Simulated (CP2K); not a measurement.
Two runs for the N K edge of formamidine. Run A: CP2K XAS_TDP, all-electron GAPW, PBEh(45%), aug-cc-pVTZ, TDA, no relativity. Run B differs in one setting.

First lines with a strength over 0.0015. A:

| atom | energy (eV) | states | strength, one atom |
| --- | --- | --- | --- |
| N1 (bonded to C and 2 H) | 397.82 | 1 | 0.0088 |
|  | 398.07 | 1 | 0.0175 |
|  | 398.56 | 1 | 0.0254 |
|  | 400.14 | 1 | 0.0063 |
|  | 400.50 | 1 | 0.0060 |
| N3 (bonded to C and H) | 394.74 | 1 | 0.0442 |
|  | 396.94 | 1 | 0.0150 |
|  | 397.83 | 1 | 0.0019 |
|  | 398.93 | 1 | 0.0019 |
|  | 399.10 | 1 | 0.0052 |

B:

| atom | energy (eV) | states | strength, one atom |
| --- | --- | --- | --- |
| N1 (bonded to C and 2 H) | 403.28 | 1 | 0.0140 |
|  | 403.64 | 1 | 0.0249 |
|  | 403.91 | 1 | 0.0370 |
|  | 405.89 | 1 | 0.0017 |
|  | 405.97 | 1 | 0.0072 |
| N3 (bonded to C and H) | 399.62 | 1 | 0.0524 |
|  | 402.45 | 1 | 0.0259 |
|  | 403.97 | 1 | 0.0017 |
|  | 404.33 | 1 | 0.0025 |
|  | 404.93 | 1 | 0.0041 |

Q: Which was it: GW2X switched on, the functional, the basis, scalar relativity switched on?

The functional (functional from PBEh(45%) to PBEh(60%); the lines alone don't name the new value). A functional moves all lines by electronvolts and changes their spacings and strengths. Against PBEh(45%) in aug-cc-pVTZ, the leading line moves by +4.88 eV, to 399.62 eV; the strength of N3's goes from 0.0442 to 0.0524. For N1 the rule picks another line of the list in the two runs, so no shift is given. The next line of N3 over the strength cut lies 2.83 eV higher, against 2.20.

[Hosts, paths, dates, database ids (printed as entryN), source tags and the programs' standing remarks are cut or masked in the printed files.]
